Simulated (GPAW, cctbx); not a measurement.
# Bonding in RbAlAg2Br6 as X-rays see it

Question: by how much does bonding change the X-ray structure factors of RbAlAg2Br6, how firmly does DFT give the change, and what does a routine refinement make of it?

The start was made by putting kin elements into a known structure type; the compound need not exist, or be stable, in this form. All numbers below are calculated.

## Step 1: Find the equilibrium geometry

The density hangs on the geometry, so cell and atoms are relaxed first, with the symmetry held. The cutoff is set higher than for the density because stress converges slowly with plane waves.

Settings: GPAW 26.7.0, PBE, 570 eV, 2×2×2 k-points, Fermi–Dirac width 0.05 eV, BFGS to 0.03 eV/Å.

```text
cell
1.0
     0.000000000    5.629000000    5.629000000
     5.629000000    0.000000000    5.629000000
     5.629000000    5.629000000    0.000000000
Ag Rb Br Al
2 1 6 1
Direct
0.250000000 0.250000000 0.250000000
0.750000000 0.750000000 0.750000000
0.500000000 0.500000000 0.500000000
0.774000000 0.774000000 0.226000000
0.774000000 0.226000000 0.774000000
0.226000000 0.774000000 0.226000000
0.226000000 0.774000000 0.774000000
0.226000000 0.226000000 0.774000000
0.774000000 0.226000000 0.226000000
0.000000000 0.000000000 0.000000000
```

```console
$ OMP_NUM_THREADS=1 mpirun -n 4 gpaw python run.py > gpaw.log
```

```text
BFGS:    0      -25.321526        0.488255
BFGS:    1      -25.340886        0.415508
BFGS:    2      -25.389775        0.024716
cell  7.9528 7.9528 7.9528  60.00 60.00 60.00
volume 355.662 A^3, largest force 0.020 eV/A, largest stress 0.11 GPa
```

After 2 steps the volume has changed by -0.3 % and the energy by -0.068 eV; the largest stress left is 0.11 GPa. It took 46 s on 4 cores of Arm Neoverse V1 (shared host), peak memory 1 GiB.

Relaxed structure: Fm-3m (no. 225), a = 11.2469 Å, b = 11.2469 Å, c = 11.2469 Å, α = 90.00°, β = 90.00°, γ = 90.00°.

```csv
atom,mult.,x,y,z
Ag1,8,1/4,3/4,3/4
Rb1,4,1/2,0,0
Br1,24,0,0,0.7782
Al1,4,0,0,0
```

## Step 2: The all-electron density

X-rays see the whole electron density, so the PAW density is rebuilt with its core regions. Subtracting spherical free atoms from the same code cancels the cores and leaves the deformation density Δρ, the part due to bonding.

Settings: PBE, 450 eV, 3×3×3 k-points, Fermi–Dirac width 0.05 eV; primitive cell of 10 atoms.

```console
$ OMP_NUM_THREADS=1 mpirun -n 4 gpaw python run.py > gpaw.log
```

```text
|iter:   1|       0s |  -27.278896 | -0.74 |       |
|iter:   2|       1s |  -26.946126 | -2.38 | -1.26 |
|iter:   3|       2s |  -25.709318 | -1.68 | -1.30 |
...
|iter:   7|       8s |  -25.416928c| -5.68 | -3.21 |
|iter:   8|       9s |  -25.416936c| -6.56 | -3.77 |
|iter:   9|      10s |  -25.416936c| -7.67c| -4.47c|
```

```text
grid (80, 80, 80)  electrons 354.000  moved by bonding 1.856 e
deformation density beyond 0.5 A of the nuclei: max 0.108, min -0.073 e/A^3
atom        x       y       z   Voronoi charge  moment
Ag1    0.2500  0.2500  0.2500      0.548       0.00
Ag2    0.7500  0.7500  0.7500      0.548       0.00
Rb3    0.5000  0.5000  0.5000      0.097       0.00
Br4    0.7782  0.7782  0.2218     -0.242       0.00
Br5    0.7782  0.2218  0.7782     -0.242       0.00
Br6    0.2218  0.7782  0.2218     -0.242       0.00
Br7    0.2218  0.7782  0.7782     -0.242       0.00
Br8    0.2218  0.2218  0.7782     -0.242       0.00
Br9    0.7782  0.2218  0.2218     -0.242       0.00
Al10   0.0000  0.0000  0.0000      0.259       0.00
mean inner potential of superposed free atoms 10.317 V
total magnetic moment 0.000 muB
```

Deformation density in a plane through the shortest contact of the Br atom at the origin, in 0.01 e/Å³ (clipped at ±99); x from -1.6 to 4.1 Å, y from 2.4 down to -2.4 Å:

```text
  1   0   0   0   0   0   0   1   2   2   .   .  -1   2   2   1
  0   0   0   0   0   0   0   0   1   0  -3  -4  -2   1   1   0
  0   0   0   1   1   0   0   0   1   3   7   9   6   2   0   0
  0   0   1   2   2   1   0   0   0   2   6   8   4   0   0   0
  0   1   2   3   3   1   1   2  -1  -4  -3  -2  -4  -2   1   2
  0   1   1   1   .  -3   2   7   2  -5  -3   .  -5  -3   5   6
  0   0  -1   0   .   .   1  11   5  -3   .   .  -1  -1   8   9
  0   1   1   1   .  -3   2   7   2  -5  -3   .  -5  -3   5   6
  0   1   2   3   3   1   1   2  -1  -4  -3  -2  -4  -3   1   2
  0   0   1   2   2   1   0   0   0   2   6   8   4   0   0   0
  0   0   0   1   1   0   0   0   1   3   7   9   6   2   0   0
  0   0   0   0   0   0   0   0   1   0  -3  -4  -2   1   1   0
  1   0   0   0   0   0   0   1   2   2   .   .  -1   2   2   1
```

Atoms in or within 0.15 Å of the plane: Br (0.0, 0.0), Al (2.5, 0.0) Å. Dots mark points within about 0.45 Å of a nucleus; large values next to them are atomic features.

Br gains most (-0.24 e) and Ag loses most (+0.55 e); Br is the most electronegative element, but the order of the others doesn't follow electronegativity. Such charges fall far short of formal ones, since overlapping free atoms already put density on their neighbours. Along the shortest contact from the Br atom at the map's origin, Br–Al at 2.50 Å, Δρ is +0.09 e/Å³ at the midpoint and highest, +0.11, 1.06 Å from Br (points within 0.5 Å of a nucleus left out): a bond charge, the mark of covalency, pulled towards Br. At the midpoints of other shortest contacts it is 0.00 (Rb–Br, 3.13 Å) e/Å³. Point values carry grid noise of about 0.01 e/Å³. The run needed 9 iterations, 22 s.

## Step 3: Structure factors

The Fourier components of Δρ, added to those of the free atoms, give the static X-ray structure factors; the Mott–Bethe relation turns them into the Fourier components V of the potential that fast electrons feel.

```text
static structure factors of the conventional cell: F in electrons, V (Mott-Bethe) in volts
   h  k  l      d  |F| table  |F| free   |F| DFT   change   |V| free  |V| DFT  change %
   1  1  1  6.4934    48.803    48.637    48.809    0.171     0.429    0.406     -5.4
   0  2  0  5.6235   107.163   107.321   110.284    2.963     1.428    1.126    -21.1
   0  2  2  3.9764   294.857   294.802   291.873   -2.929     1.827    1.977      8.2
   1  3  1  3.3911   124.017   123.944   124.518    0.575     0.564    0.543     -3.8
   2  2  2  3.2467   834.615   834.369   836.408    2.039     4.402    4.333     -1.6
   0  4  0  2.8117  1110.657  1110.602  1111.990    1.388     6.067    6.032     -0.6
   1  3  3  2.5802   269.038   269.152   269.871    0.719     1.308    1.292     -1.2
   0  4  2  2.5149    31.354    32.125    31.923   -0.202     0.449    0.453      0.9
   2  4  2  2.2958   205.693   204.994   205.617    0.622     0.993    0.982     -1.1
   3  3  3  2.1645   397.842   398.054   398.838    0.784     1.857    1.845     -0.6
   1  5  1  2.1645   160.790   160.868   160.637   -0.231     0.879    0.883      0.4
   0  4  4  1.9882   939.075   938.715   938.373   -0.341     4.367    4.371      0.1
   1  5  3  1.9011    16.064    15.990    15.528   -0.461     0.142    0.147      3.8
   2  4  4  1.8745    18.515    18.118    19.548    1.430     0.057    0.073     28.3
```

The largest X-ray change is +2.96 e on 020, 2.8 % of |F|. For electrons V goes as (Z − F)/g², so a change of F counts against Z − F, which is small at low angle and wherever the atoms' terms cancel: |V| of 020 moves by -21.1 % (1.43 to 1.13 V) against +2.8 % in |F|. The last three rows still change by up to 1.43 e; the table stops while the angles are still low. The tabulated Hartree–Fock atoms differ from the free DFT atoms by up to 0.77 e, so the choice of reference atom matters too.

## Step 4: The functional ladder

The same geometry is run with other functionals, to see whether the bonding signal is larger than the spread between approximations. Free atoms are LDA for LDA and PBE otherwise. Any other changed setting is in the row's label.

```
 run  ΔF 020 (e)  ΔF 022 (e)  ΔF 222 (e)  q(Br) (e)  moved (e)  time
 PBE      +2.963      -2.929      +2.039     -0.242      1.856  22 s
 LDA      +2.702      -2.842      +1.535     -0.226      1.688  20 s
RPBE      +3.145      -2.990      +2.450     -0.258      2.098  22 s
```

At the base's settings ΔF(020) spans +2.702 to +3.145 e, a spread of 15 % of the PBE value; over the three listed reflections the spread is at most 45 %, so the sign holds and the size hangs on the functional. Times are from shared hosts.

## Step 5: Refining ordinary atoms against data with bonding

Routine crystallography fits spherical atoms. To see the bias, intensities are simulated from tabulated atoms plus the DFT change ΔF, so that bonding alone can misfit (23288 reflections of the full sphere, merged to the counts below, to 0.4 Å, 0.5 % proportional noise plus counting noise, assumed isotropic U as listed, Δρ smeared by the mean U) and refined with cctbx over different ranges.

```
                    range  data      R1  GooF  U Ag1 (true 0.0087)  U Rb1 (true 0.0095)  U Br1 (true 0.0097)  U Al1 (true 0.0134)  largest shift (Å)  Δρ max, min (e/Å³)
                 all data   646  0.0042  1.03               0.0087               0.0095               0.0097               0.0134             0.0000         0.26, -0.29
 low resolution, d > 0.84    93  0.0025  1.34               0.0087               0.0096               0.0098               0.0134             0.0000         0.08, -0.09
     high order, d < 0.75   524  0.0056  0.97               0.0087               0.0095               0.0097               0.0133             0.0000         0.21, -0.29
occupancies free, d > 0.7   144  0.0024  1.20               0.0087               0.0095               0.0098               0.0132             0.0000         0.11, -0.10
```

With all data GooF is 1.03, diluted by the many high-angle data; the misfit shows at low resolution; the top residual peak lies 0.89 Å from Br and 1.60 Å from Al. No U is off by more than 3 s.u. at low resolution. With Ag1 held at 1 and the scale free, the other occupancies refine to Rb1 1.000(0.001), Br1 1.001(0.001) and Al1 0.995(0.004), within three s.u. of full.

## Step 6: Answer

Bonding moves 1.86 e in the primitive cell of RbAlAg2Br6 and changes the structure factors of the conventional cell in the table above by at most 2.96 e (020, 2.8 %). The shortest bond, Br–Al, has Δρ = +0.09 e/Å³ at its midpoint, a covalent bond charge. At the base's settings ΔF(020) spans +2.702 to +3.145 e, a spread of 15 % of the PBE value; over the three listed reflections the spread is at most 45 %, so the sign holds and the size hangs on the functional. With all data GooF is 1.03, diluted by the many high-angle data. Limits: static density, frozen cores, no spin–orbit coupling.

[Outputs are excerpts: Python notices, other lines and further rows are left out; steps that failed or that the build refused (PBEsol, TPSS) are not shown.]

[Logs are printed without paths, hosts, clocks, repeated set-up lines and the standing remarks that a program may print on its own settings, such as how far it seeks lower states.]
